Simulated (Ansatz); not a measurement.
## Dielectric function and optical constants of Ti

Aim: the dielectric function of Ti, and the optical constants that follow from it.

Method: DFT, PBE, plane-wave PAW, default files, scalar-relativistic, independent-particle optical response without local fields, in Ansatz 0.2.0.

## 1. The starting structure

Symmetry: P6_3/mmc, No. 194, hexagonal system. The conventional cell has a = 2.950 Å, b = 2.950 Å, c = 4.680 Å, α = 90.00°, β = 90.00°, γ = 120.00°. Nearest to Ti lie 12 Ti at 2.89 to 2.95 Å.

## 2. Ground state and bands

First the ground state: is it a metal or has it a gap?

This step: DFT, PBE, plane-wave PAW, default files, scalar-relativistic, ground state (Ansatz 0.2.0).

File input.yaml:

```yaml
crystal:
  lattice:
    - [2.95, 0.0, 0.0]
    - [-1.475, 2.5547749412, 0.0]
    - [0.0, 0.0, 4.68]
  atoms:
    - { symbol: Ti, position: [0.6666666667, 0.3333333333, 0.75] }
    - { symbol: Ti, position: [0.3333333333, 0.6666666667, 0.25] }
kpoints:
  mp_grid: { grid: [9, 9, 5] }
  band_path:
    path:
      - [[0.0, 0.0, 0.0], [0.5, 0.0, 0.0], [0.33333333, 0.33333333, 0.0], [0.0, 0.0, 0.0], [0.0, 0.0, 0.5], [0.5, 0.0, 0.5], [0.33333333, 0.33333333, 0.5], [0.0, 0.0, 0.5]]
      - [[0.5, 0.0, 0.5], [0.5, 0.0, 0.0]]
      - [[0.33333333, 0.33333333, 0.0], [0.33333333, 0.33333333, 0.5]]
    npoints: 5
scf:
  occupations: { method: fermi_dirac, width: 0.05 }
  n_extra_bands: 6
hamiltonian:
  xc: pbe
  pseudopotentials: { kind: paw }
output:
  forces: true
  stress: true
  populations: true
  write_bands: true
```

Launch:

```console
ansatz run input.yaml --threads 4 --pin off --max-ram 8192MiB --backend cpu --events-out ev --progress --plain --runs-dir out
```

The log of the run:

```text
scf.n_extra_bands = 6 over 12 filled bands (N_el = 24.0): the run solves 18 bands
Engine: ansatz 0.2.0, x86_64-unknown-linux-gnu
Pseudopotentials: kind: paw
Pseudopotential: Ti, paw, valence charge 12, recommended cutoff 420 eV (normal), Ti.paw.azcp
Functional definition: PBE
  parameter kappa = 0.804
  parameter beta = 0.066725
  exchange = pbe_x(kappa = kappa, mu = beta*pi^2/3)
  correlation = pbe_c(beta = beta)
Crystal: 2 atoms, lattice volume = 35.271 Å³
Basis set: ecut = 420 eV, 687 PW (Γ), exchange–correlation on 40×40×64 points (8 copies of the dense FFT grid, shifted against one another)
Bands: 18, of which v1, the nominal top of the filled ones, is band 12 counted from 1 (11 counted from 0)
Symmetry: 24 space group operations
Space group: P63/mmc (ITA 194), of the structure as read, at distance tolerance 3.3e-5 Å
k-points: 36 of 405
Non-local potential: Ti, projectors of the file, l = 0: 3, l = 1: 2, l = 2: 3, l = 3: 1
PAW form: soft (Blöchl's): semilocal exchange-correlation on the pseudo side does not see the compensation charge
PAW one-centre angular grid: Ti, 590 points (default); XC on 64 Gauss nodes
Initial density: superposition of atomic densities (neutral atoms: chi_scale 0, normalization atom), corrected by the library's trained network
Initial wavefunctions: pseudopotential atomic-orbital guess
Functional: x = pbe(κ = 0.804, μ = 0.219515), c = pbe(β = 0.066725)
SCF iter   1: F=—  HF=-4999.342041 eV  |F-HF|=—  |Δ(HF+E_count)|=         —  Δρ=5.20e-3  dr2=4.47e-3  ethr=1.77e-3  ⟨swp⟩=4.4  Hψ=2719  notcnv=0
preconditioner: auto → none  [metal: Δε(μ)=0.076 eV  Ē_g=3.393 eV  σ=0.050 eV  W_gap=0.36  n_scr=8 (ndim 8)  ℏωp=17.7 eV  f_vac=0.000  D(μ)=1.65/eV (n_scr^D=22)  sad-step TF]
SCF iter   2: F=—  HF=-4999.340838 eV  |F-HF|=—  |Δ(HF+E_count)|=   1.20e-3  Δρ=2.54e-3  dr2=1.16e-3  ethr=1.86e-5  ⟨swp⟩=1.0  Hψ=936  notcnv=0
SCF iter   3: F=—  HF=-4999.340930 eV  |F-HF|=—  |Δ(HF+E_count)|=   9.17e-5  Δρ=3.41e-4  dr2=1.54e-5  ethr=4.84e-6  ⟨swp⟩=2.6  Hψ=974  notcnv=0
SCF iter   4: F=—  HF=-4999.340960 eV  |F-HF|=—  |Δ(HF+E_count)|=   3.00e-5  Δρ=1.05e-4  dr2=3.31e-6  ethr=6.40e-8  ⟨swp⟩=2.1  Hψ=1032  notcnv=0
iter 5 did not close the SCF: its close was put off for the readings that it lacked (scf_convergence_deferred on its scf_iter line)
SCF iter   5: F=-4999.340959 eV  HF=-4999.340959 eV  |F-HF|=8.27e-9  |Δ(HF+E_count)|=   9.82e-7  Δρ=1.12e-5  dr2=1.84e-8  ethr=1.38e-8  ⟨swp⟩=3.0  Hψ=1179  notcnv=0
SCF iter   6: F=-4999.340959 eV  HF=-4999.340959 eV  |F-HF|=2.14e-10  |Δ(HF+E_count)|=   1.04e-8  Δρ=1.36e-6  dr2=4.77e-10  ethr=7.68e-11  ⟨swp⟩=2.0  Hψ=1893  notcnv=0
SCF 1 converged in 6 iterations: F = -4999.340959 eV  dr2 = 4.77e-10
  greatest PAW one-centre occupation: 0.999 electrons in one spin orbital (limit 2), on the Ti atom at site 1 (counted from 0), in its partial waves of l = 0
NSCF: frozen V_eff on 48 k-points
SCF converged after 6 iterations
Free energy (F): -4999.340959 eV
Harris-Foulkes:  -4999.340959 eV  (|F-HF|=2.14e-10)
Internal energy: -4999.325334 eV  (E = F + TS)
E sigma→0 (E₀):  -4999.333146 eV
Entropy (-TS):   -0.015625 eV (-7.812 meV/atom)
Fermi energy:    13.152984 eV
--- Per-component energies (eV) ---
  E_band       = -320.905354
  E_kinetic    = 543.947551
  E_local      = -1642.441872  (includes V_loc(G=0)·N_el)
  E_nonlocal   = 16.046540
  E_hartree    = 673.294644
  E_xc         = -194.680214
  E_vxc        = -243.527353  (∫ρ·V_xc dr)
  E_paw        = -2095.013364  (= ΣΔE_a)
  E_vpaw       = -341.518837  (= ΣTr[D̂ρ^β])
  E_aug_tail   = 0.000247  (compensation charges beyond the density's cutoff)
  E_ewald      = -2300.478866
  E_smearing   = -0.015625  (= −TS)
  E_closure    = 0.000000  (closes the sum)
  Σ components = -4999.340959   (vs F -4999.340959, Δ=0.00e0)
--- Forces (eV/Å), atoms counted from 1 ---
  atom   1  Ti     0.00000000     0.00000000     0.00000000
  atom   2  Ti     0.00000000    -0.00000000    -0.00000000
  max |Σ_I F_I| component: 0.00e0 eV/Å
--- Stress (GPa, compression-positive) ---
       -1.393999      -0.000000       0.000000
       -0.000000      -1.393999      -0.000000
        0.000000      -0.000000      -2.046783
  P = ⅓ Tr σ = -1.6116 GPa (-16.116 kbar)
--- Band table (eV; the first three rows and the last of 36) ---
  k-point 0: bands = [... 8 lower, 6.9912, 10.4955, 13.8479, 13.9197, 13.9197, 14.0121, 14.4060, 14.4060, ... 2 higher]
  k-point 1: bands = [... 8 lower, 7.3197, 10.2858, 13.4020, 13.8036, 13.8036, 13.8351, 14.2420, 14.2420, ... 2 higher]
  k-point 2: bands = [... 8 lower, 8.2278, 9.4263, 13.1116, 13.4197, 13.7638, 13.7638, 13.9427, 13.9427, ... 2 higher]
  k-point 35: bands = [... 8 lower, 11.8440, 11.9508, 12.0478, 12.0478, 12.9705, 12.9705, 14.6404, 15.0784, ... 2 higher]
--- Löwdin populations: 2 sites ---
  site symbol       q [e]
     0     Ti     11.8645
     1     Ti     11.8645
  spilling = 0.011292 (of n_electrons = 24.000000)
```

The job ended after 0.79 s (4 threads of Intel Xeon Platinum 8375C at 2.90GHz (Ice Lake), shared host; peak memory 0.36 GiB; 1.7 s of CPU time).

In the SCF lines HF is the Harris–Foulkes energy and dr2 the Hartree energy of the density residual, in eV; the loop may stop once dr2 is under the threshold and the program's other checks hold. Hψ counts applications of the Hamiltonian.

This step gave:

```
free energy         : -4999.3410 eV
Fermi energy        : 13.15 eV
electrons           : 24
symmetry operations : 24
pressure            : -1.612 GPa
volume              : 35.27 Å³
gap on the path     : 0 eV
```

There are states at the Fermi level within the smearing, so the occupations stay smeared and the carriers get a Drude term. The cell is left with a pressure of -1.6 GPa, as it stands unrelaxed at this level.

The electronic bands at the labelled points (eV, zero at the Fermi level; # counts the bands kept):

| point | #1 | #2 | #3 | #4 | #5 | #6 | #7 | #8 |
| --- | --- | --- | --- | --- | --- | --- | --- | --- |
| Γ | -6.16 | -2.66 | 0.69 | 0.77 | 0.77 | 0.86 | 1.25 | 1.25 |
| 0.40 of the way | -5.11 | -1.94 | -0.57 | -0.19 | 0.80 | 1.13 | 1.18 | 1.51 |
| M | -2.33 | -2.12 | -1.82 | -0.65 | 0.48 | 0.60 | 1.14 | 3.29 |
| 0.40 of the way | -2.07 | -1.87 | -1.76 | -0.84 | 0.34 | 0.52 | 1.21 | 3.18 |
| K | -1.65 | -1.38 | -1.38 | -1.29 | 0.22 | 0.22 | 1.47 | 3.00 |
| 0.40 of the way | -3.37 | -1.37 | -1.27 | -1.03 | 0.33 | 0.79 | 0.98 | 2.08 |
| Γ | -6.16 | -2.66 | 0.69 | 0.77 | 0.77 | 0.86 | 1.25 | 1.25 |
| 0.40 of the way | -5.83 | -2.87 | 0.25 | 0.65 | 0.65 | 0.68 | 1.09 | 1.09 |
| A | -4.33 | -4.33 | 0.07 | 0.07 | 0.68 | 0.68 | 0.68 | 0.68 |
| 0.40 of the way | -3.50 | -3.50 | -0.39 | -0.39 | 0.45 | 0.45 | 1.19 | 1.19 |
| L | -2.51 | -2.51 | -0.81 | -0.81 | 1.27 | 1.27 | 1.70 | 1.70 |
| 0.40 of the way | -2.23 | -2.23 | -0.66 | -0.66 | 0.40 | 0.40 | 1.88 | 1.88 |
| H | -1.23 | -1.23 | -1.06 | -1.06 | -0.23 | -0.23 | 1.65 | 1.65 |
| 0.60 of the way | -3.25 | -3.25 | -0.46 | -0.46 | 0.32 | 0.32 | 1.32 | 1.32 |
| A | -4.33 | -4.33 | 0.07 | 0.07 | 0.68 | 0.68 | 0.68 | 0.68 |
| jump to L | -2.51 | -2.51 | -0.81 | -0.81 | 1.27 | 1.27 | 1.70 | 1.70 |
| 0.60 of the way | -2.59 | -2.11 | -1.26 | -0.99 | 0.69 | 0.98 | 1.15 | 3.04 |
| M | -2.33 | -2.12 | -1.82 | -0.65 | 0.48 | 0.60 | 1.14 | 3.29 |
| jump to K | -1.65 | -1.38 | -1.38 | -1.29 | 0.22 | 0.22 | 1.47 | 3.00 |
| 0.40 of the way | -1.54 | -1.29 | -1.29 | -1.25 | 0.07 | 0.07 | 1.44 | 2.72 |
| H | -1.23 | -1.23 | -1.06 | -1.06 | -0.23 | -0.23 | 1.65 | 1.65 |

The electronic bands as a text plot (rows in eV, shown from -6.2 to 1.5 only):

```
    1.3 |****   ***** **  ******     **   *         **   *  * **
    1.0 |*******        **  *** **  *   ** *          *  ***
    0.7 |* ********   ******  *******                 ***  **
    0.3 | *     ******  **  **  **   ***    *       **      *
    0.0 |           * **    **   ****        *    **   **    ***
   -0.3 |  **             **         **       ****    *         *
   -0.6 |  *******        **           ***  *** ******   *  *
   -0.9 |         **    **                **   *         ***
   -1.2 |    **     ******                     *             ****
   -1.6 |    ***   *****                      *            * ***
   -1.9 |  **  *****  **  **                 *  **          *
   -2.2 |       ***                         *            ****
   -2.5 |**                 ***         ****      **     ***
   -2.8 |      *               **      *
   -3.1 |                        *                  **
   -3.5 |               **           **
   -3.8 |
   -4.1 |    **                     *                 *
   -4.4 |                         **                   **
   -4.7 |                 **
   -5.1 |  **
   -5.4 |                        *
   -5.7 |                   **  *
   -6.0 |**                   **
         Γ      M    K        Γ   A       L    H       A|L M|K  H
```

## 3. Spectrum

The spectrum is a sum over vertical transitions between filled and empty bands at the fixed density, so many empty bands are needed.

This step: DFT, PBE, plane-wave PAW, default files, scalar-relativistic, independent-particle optical response without local fields (Ansatz 0.2.0).

input.yaml, the sections that differ from step 2:

```yaml
kpoints:
  mp_grid: { grid: [12, 12, 7] }
scf:
  occupations: { method: fermi_dirac, width: 0.05 }
output:
  optics:
    e_range: [0, 14]
    de: 0.05
    sigma: 0.1
    drude_damping: 0.05
    nscf_kmesh: { grid: [18, 18, 9] }
    bands: { spectra_wanted_up_to: 14 }
# crystal, hamiltonian: as in step 2
```

The log of the run:

```text
[...]
Crystal: 2 atoms, lattice volume = 35.271 Å³
Basis set: ecut = 420 eV, 687 PW (Γ)
Bands: 16, of which v1, the nominal top of the filled ones, is band 12 counted from 1 (11 counted from 0)
[... 1 set-up line as in the run before ...]
[...]
k-points: 76 of 1008
[...]
SCF iter   1: F=—  HF=-4999.340160 eV  |F-HF|=—  |Δ(HF+E_count)|=         —  Δρ=4.72e-3  dr2=3.79e-3  ethr=1.77e-3  ⟨swp⟩=4.0  Hψ=4962  notcnv=0
[...]
SCF iter   7: F=-4999.339519 eV  HF=-4999.339519 eV  |F-HF|=9.09e-13  |Δ(HF+E_count)|=  2.82e-11  Δρ=6.70e-8  dr2=3.61e-13  ethr=1.00e-12  ⟨swp⟩=2.7  Hψ=2682  notcnv=0
SCF 1 converged in 7 iterations: F = -4999.339519 eV  dr2 = 3.61e-13
[...]
NSCF: frozen V_eff on 185 k-points
output.optics: what the bands over the 30 summed would add to eps1, eps2 and the energy-loss function is held between a lower and an upper bound (9 Lanczos steps). eps1, eps2 and their loss function (loss_summed_bands) are given on every row as the summed bands alone make them. Along an axis, on a row where the two bounds hold the loss function to about 1 % of the greater of itself and 0.5 % of |1/eps|, its cell (loss_completed) is given, with the completed eps1 and eps2 that it is formed of (a cell that is left empty reads nan in the table and null in the record). The two bounds hold it so along every axis on all 280 rows up to 14.000 eV. [rest of the remark cut]
SCF converged after 7 iterations
Free energy (F): -4999.339519 eV
[...]
Internal energy: -4999.321639 eV  (E = F + TS)
E sigma→0 (E₀):  -4999.330579 eV
Entropy (-TS):   -0.017880 eV (-8.940 meV/atom)
Fermi energy:    13.146531 eV
[...]
--- Band table (eV; the first three rows and the last of 76) ---
  k-point 0: bands = [... 8 lower, 6.9909, 10.4943, 13.8500, 13.9120, 13.9120, 14.0117, 14.3977, 14.3977]
  k-point 1: bands = [... 8 lower, 7.1600, 10.3971, 13.5835, 13.8387, 13.8387, 13.9191, 14.3087, 14.3087]
  k-point 2: bands = [... 8 lower, 7.6481, 10.0032, 13.1887, 13.6714, 13.7543, 13.7543, 14.1050, 14.1050]
  k-point 75: bands = [... 8 lower, 11.8692, 11.9447, 12.0669, 12.0669, 12.9417, 12.9417, 14.6679, 14.9824]
```

It took 21 s on 4 threads; peak memory 1.3 GiB.

Read from the output:

```
main peak of the optical conductivity above 1 eV, first axis : 1.811 eV
Drude plasma energy, first axis                              : 3.763 eV
bands summed                                                 : 30
spectra valid up to                                          : 20.35 eV
program's estimate of the k-sum error in Im epsilon          : 0.51 %
electrons in the f-sum                                       : 14.50
```

The Im ε has structure finer than the step of the table below, so its rows give means over 0.25 eV. Peaks (eV: height): E ∥ x or y 0.700: 45.0, 1.800: 40.7, 6.550: 8.42; E ∥ z 0.550: 123, 1.450: 65.0.

The Im ε by photon energy; means over each step:

| photon energy (eV) | E ∥ x or y | E ∥ z |
| --- | --- | --- |
| 0.50 | 31.6 | 112 |
| 0.75 | 43.9 | 79.8 |
| 1.00 | 41.3 | 40.0 |
| 1.25 | 35.6 | 49.5 |
| 1.50 | 34.7 | 57.3 |
| 1.75 | 38.5 | 26.8 |
| 2.00 | 32.2 | 19.1 |
| 2.25 | 27.0 | 19.0 |
| 2.50 | 20.0 | 17.6 |
| 2.75 | 16.6 | 17.7 |
| 3.00 | 15.9 | 19.5 |
| 3.25 | 16.4 | 18.6 |
| 3.50 | 15.9 | 17.2 |
| 3.75 | 15.6 | 15.1 |
| 4.00 | 15.6 | 14.0 |
| 4.25 | 9.99 | 9.83 |
| 4.50 | 5.90 | 6.89 |
| 4.75 | 4.02 | 4.60 |
| 5.00 | 3.04 | 3.49 |
| 5.25 | 2.53 | 2.73 |
| 5.50 | 2.20 | 2.53 |
| 5.75 | 2.07 | 2.46 |
| 6.00 | 2.88 | 3.49 |
| 6.25 | 4.58 | 7.26 |
| 6.50 | 7.27 | 5.77 |
| 6.75 | 5.50 | 3.43 |
| 7.00 | 3.32 | 2.39 |
| 7.25 | 2.64 | 1.74 |
| 7.50 | 2.52 | 1.28 |
| 7.75 | 1.80 | 0.948 |
| 8.00 | 1.03 | 0.812 |
| 8.25 | 0.722 | 1.16 |
| 8.50 | 0.731 | 1.51 |
| 8.75 | 0.884 | 1.77 |
| 9.00 | 1.76 | 2.48 |
| 9.25 | 3.11 | 2.91 |
| 9.50 | 2.57 | 2.24 |
| 9.75 | 2.87 | 2.08 |
| 10.00 | 2.99 | 1.91 |
| 10.25 | 2.88 | 1.87 |
| 10.50 | 2.68 | 2.03 |
| 10.75 | 2.42 | 2.48 |
| 11.00 | 2.22 | 2.54 |
| 11.25 | 1.94 | 2.06 |
| 11.50 | 1.69 | 1.66 |
| 11.75 | 1.48 | 1.38 |
| 12.00 | 1.31 | 1.16 |
| 12.25 | 1.18 | 0.987 |
| 12.50 | 1.08 | 0.843 |
| 12.75 | 1.04 | 0.710 |
| 13.00 | 1.10 | 0.622 |
| 13.25 | 1.08 | 0.574 |
| 13.50 | 1.00 | 0.687 |
| 13.75 | 0.951 | 0.874 |

Re ε against photon energy:

| photon energy (eV) | E ∥ x or y | E ∥ z |
| --- | --- | --- |
| 0.5 | 2.42 | 27.4 |
| 1.0 | 11.5 | -4.05 |
| 1.5 | 9.84 | -16.0 |
| 2.0 | -4.35 | -8.34 |
| 2.5 | -7.59 | -3.71 |
| 3.0 | -3.05 | -2.86 |
| 3.5 | -4.69 | -7.52 |
| 4.0 | -9.60 | -10.7 |
| 4.5 | -9.78 | -9.92 |
| 5.0 | -5.70 | -6.58 |
| 5.5 | -3.05 | -3.51 |
| 6.0 | 0.0647 | 0.0207 |
| 6.5 | -0.00825 | -5.29 |
| 7.0 | -3.74 | -4.01 |
| 7.5 | -2.71 | -2.72 |
| 8.0 | -2.10 | -1.21 |
| 8.5 | -0.439 | -0.252 |
| 9.0 | 1.48 | 0.407 |
| 9.5 | -0.0176 | -0.903 |
| 10.0 | -0.378 | -0.686 |
| 10.5 | -0.930 | -0.0689 |
| 11.0 | -1.12 | -0.931 |
| 11.5 | -1.13 | -1.32 |
| 12.0 | -0.939 | -1.12 |
| 12.5 | -0.683 | -0.852 |
| 13.0 | -0.466 | -0.520 |
| 13.5 | -0.475 | -0.0310 |
| 14.0 | -0.432 | -0.148 |

Table of refractive index n and extinction k by photon energy:

| photon energy (eV) | n, E ∥ x or y | k, E ∥ x or y | n, E ∥ z | k, E ∥ z |
| --- | --- | --- | --- | --- |
| 0.5 | 3.94 | 3.62 | 8.57 | 6.79 |
| 1.0 | 5.22 | 3.96 | 4.09 | 4.56 |
| 1.5 | 4.81 | 3.65 | 4.95 | 6.36 |
| 2.0 | 3.69 | 4.24 | 2.47 | 3.80 |
| 2.5 | 2.60 | 3.79 | 2.67 | 3.29 |
| 3.0 | 2.55 | 3.09 | 2.93 | 3.38 |
| 3.5 | 2.43 | 3.26 | 2.37 | 3.62 |
| 4.0 | 2.15 | 3.77 | 1.88 | 3.77 |
| 4.5 | 0.875 | 3.25 | 1.04 | 3.32 |
| 5.0 | 0.612 | 2.46 | 0.662 | 2.65 |
| 5.5 | 0.594 | 1.85 | 0.634 | 1.98 |
| 6.0 | 1.21 | 1.19 | 1.31 | 1.30 |
| 6.5 | 1.96 | 1.96 | 1.08 | 2.54 |
| 7.0 | 0.784 | 2.09 | 0.571 | 2.08 |
| 7.5 | 0.723 | 1.80 | 0.375 | 1.69 |
| 8.0 | 0.336 | 1.49 | 0.335 | 1.15 |
| 8.5 | 0.448 | 0.800 | 0.803 | 0.947 |
| 9.0 | 1.36 | 0.600 | 1.20 | 1.01 |
| 9.5 | 1.11 | 1.12 | 0.856 | 1.28 |
| 10.0 | 1.15 | 1.30 | 0.816 | 1.16 |
| 10.5 | 0.975 | 1.37 | 0.967 | 1.00 |
| 11.0 | 0.831 | 1.34 | 0.962 | 1.36 |
| 11.5 | 0.671 | 1.26 | 0.630 | 1.31 |
| 12.0 | 0.581 | 1.13 | 0.497 | 1.17 |
| 12.5 | 0.546 | 0.990 | 0.416 | 1.01 |
| 13.0 | 0.607 | 0.913 | 0.380 | 0.815 |
| 13.5 | 0.559 | 0.888 | 0.563 | 0.590 |
| 14.0 | 0.501 | 0.826 | 0.550 | 0.671 |

Values under 1 per cm are given as 1. The absorption coefficient by photon energy:

| photon energy (eV) | E ∥ x or y (1/cm) | E ∥ z (1/cm) |
| --- | --- | --- |
| 0.500 | 1.8e5 | 3.4e5 |
| 1.000 | 4.0e5 | 4.6e5 |
| 1.500 | 5.5e5 | 9.7e5 |
| 2.000 | 8.6e5 | 7.7e5 |
| 2.500 | 9.6e5 | 8.3e5 |
| 3.000 | 9.4e5 | 1.0e6 |
| 3.500 | 1.2e6 | 1.3e6 |
| 4.000 | 1.5e6 | 1.5e6 |
| 4.500 | 1.5e6 | 1.5e6 |
| 5.000 | 1.2e6 | 1.3e6 |
| 5.500 | 1.0e6 | 1.1e6 |
| 6.000 | 7.2e5 | 7.9e5 |
| 6.500 | 1.3e6 | 1.7e6 |
| 7.000 | 1.5e6 | 1.5e6 |
| 7.500 | 1.4e6 | 1.3e6 |
| 8.000 | 1.2e6 | 9.3e5 |
| 8.500 | 6.9e5 | 8.2e5 |
| 9.000 | 5.5e5 | 9.3e5 |
| 9.500 | 1.1e6 | 1.2e6 |
| 10.000 | 1.3e6 | 1.2e6 |
| 10.500 | 1.5e6 | 1.1e6 |
| 11.000 | 1.5e6 | 1.5e6 |
| 11.500 | 1.5e6 | 1.5e6 |
| 12.000 | 1.4e6 | 1.4e6 |
| 12.500 | 1.3e6 | 1.3e6 |
| 13.000 | 1.2e6 | 1.1e6 |
| 13.500 | 1.2e6 | 8.1e5 |
| 14.000 | 1.2e6 | 9.5e5 |

The reflectivity at normal incidence has structure finer than the step of the table below, so its rows give means over 0.5 eV. Peaks (eV: height): E ∥ x or y 4.50: 75.1, 8.00: 66.4, 11.70: 38.9; E ∥ z 0.70: 78.8, 1.65: 77.3, 4.70: 74.5, 7.45: 68.4, 9.40: 34.0, 12.35: 45.3, 13.85: 25.9.

Reflectivity at normal incidence against photon energy; means over each step:

| photon energy (eV) | E ∥ x or y (%) | E ∥ z (%) |
| --- | --- | --- |
| 1.0 | 61.5 | 67.6 |
| 1.5 | 59.3 | 72.4 |
| 2.0 | 63.5 | 64.4 |
| 2.5 | 61.7 | 55.9 |
| 3.0 | 54.9 | 55.9 |
| 3.5 | 56.3 | 60.4 |
| 4.0 | 64.1 | 65.5 |
| 4.5 | 74.0 | 72.5 |
| 5.0 | 71.5 | 72.7 |
| 5.5 | 58.7 | 61.0 |
| 6.0 | 28.3 | 33.8 |
| 6.5 | 40.4 | 56.9 |
| 7.0 | 57.8 | 66.3 |
| 7.5 | 55.3 | 68.1 |
| 8.0 | 64.3 | 52.8 |
| 8.5 | 35.0 | 23.2 |
| 9.0 | 11.6 | 21.4 |
| 9.5 | 22.8 | 32.5 |
| 10.0 | 26.8 | 29.5 |
| 10.5 | 32.2 | 24.3 |
| 11.0 | 35.8 | 33.2 |
| 11.5 | 38.6 | 42.3 |
| 12.0 | 38.3 | 44.7 |
| 12.5 | 35.0 | 45.1 |
| 13.0 | 29.2 | 40.3 |
| 13.5 | 30.2 | 23.3 |

Optical constants at common wavelengths, from n + ik = √ε:

| wavelength (nm) | n xy | k xy | R (%) xy | 1/α xy | n z | k z | R (%) z | 1/α z |
| --- | --- | --- | --- | --- | --- | --- | --- | --- |
| 633 | 3.77 | 4.336 | 63.7 | 12 nm | 2.40 | 3.942 | 64.6 | 13 nm |
| 532 | 2.96 | 4.158 | 64.1 | 10 nm | 2.69 | 3.454 | 57.9 | 12 nm |
| 405 | 2.60 | 3.091 | 53.8 | 10 nm | 2.85 | 3.446 | 57.3 | 9.4 nm |
| 365 | 2.51 | 3.245 | 56.0 | 8.9 nm | 2.57 | 3.607 | 60.1 | 8.1 nm |
| 308 | 2.05 | 3.802 | 65.5 | 6.4 nm | 1.81 | 3.756 | 67.2 | 6.5 nm |
| 248 | 0.61 | 2.466 | 71.8 | 8.0 nm | 0.66 | 2.649 | 72.9 | 7.5 nm |
| 193 | 1.84 | 1.676 | 32.3 | 9.2 nm | 1.34 | 2.608 | 56.5 | 5.9 nm |

A polished face would reflect 62 % of daylight and look light grey (CIE x = 0.321, y = 0.340 under D65).

## 4. What came out

| Item | Value |
| --- | --- |
| gap on the path | 0 eV |
| main peak of the optical conductivity above 1 eV, first axis | 1.81 eV |
| Drude plasma energy, first axis | 3.76 eV |

**Reading.** At this level (PBE, independent particles) Ti is a metal with a Drude plasma energy of 3.8 eV; it reflects 64 % at 550 nm. Along x the bare Drude plasma energy is 3.8 eV; Re ε first rises through zero at 0.49 eV, far lower, because interband transitions screen the carriers. Im ε is 28 there, so the loss peak at that energy is weak. A polished face would reflect 62 % of daylight and look light grey (CIE x = 0.321, y = 0.340 under D65). In the base run ε includes the program's bounded estimate of what the bands above those summed add. The carriers' damping of 0.05 eV is typed, not computed; at 0.8 eV the carriers give 3 % of Im ε, the rest is interband. The Fermi-Dirac width of 0.05 eV acts as an electron temperature of 580 K in the carriers' term.

[Long decimals in the printed logs are rounded to 6 places.]

[Logs are printed without paths, hosts, clocks, repeated set-up lines and the standing remarks that a program may print on its own settings, such as how far it seeks lower states.]

[Hosts, paths, dates, database ids (printed as entryN), source tags and the programs' standing remarks are cut or masked in the printed files.]

[Where the starting crystal was built by hand or by swapping elements, it need not be the compound's stable phase.]

[The count of steps not shown may lack steps that the program refused or didn't finish.]
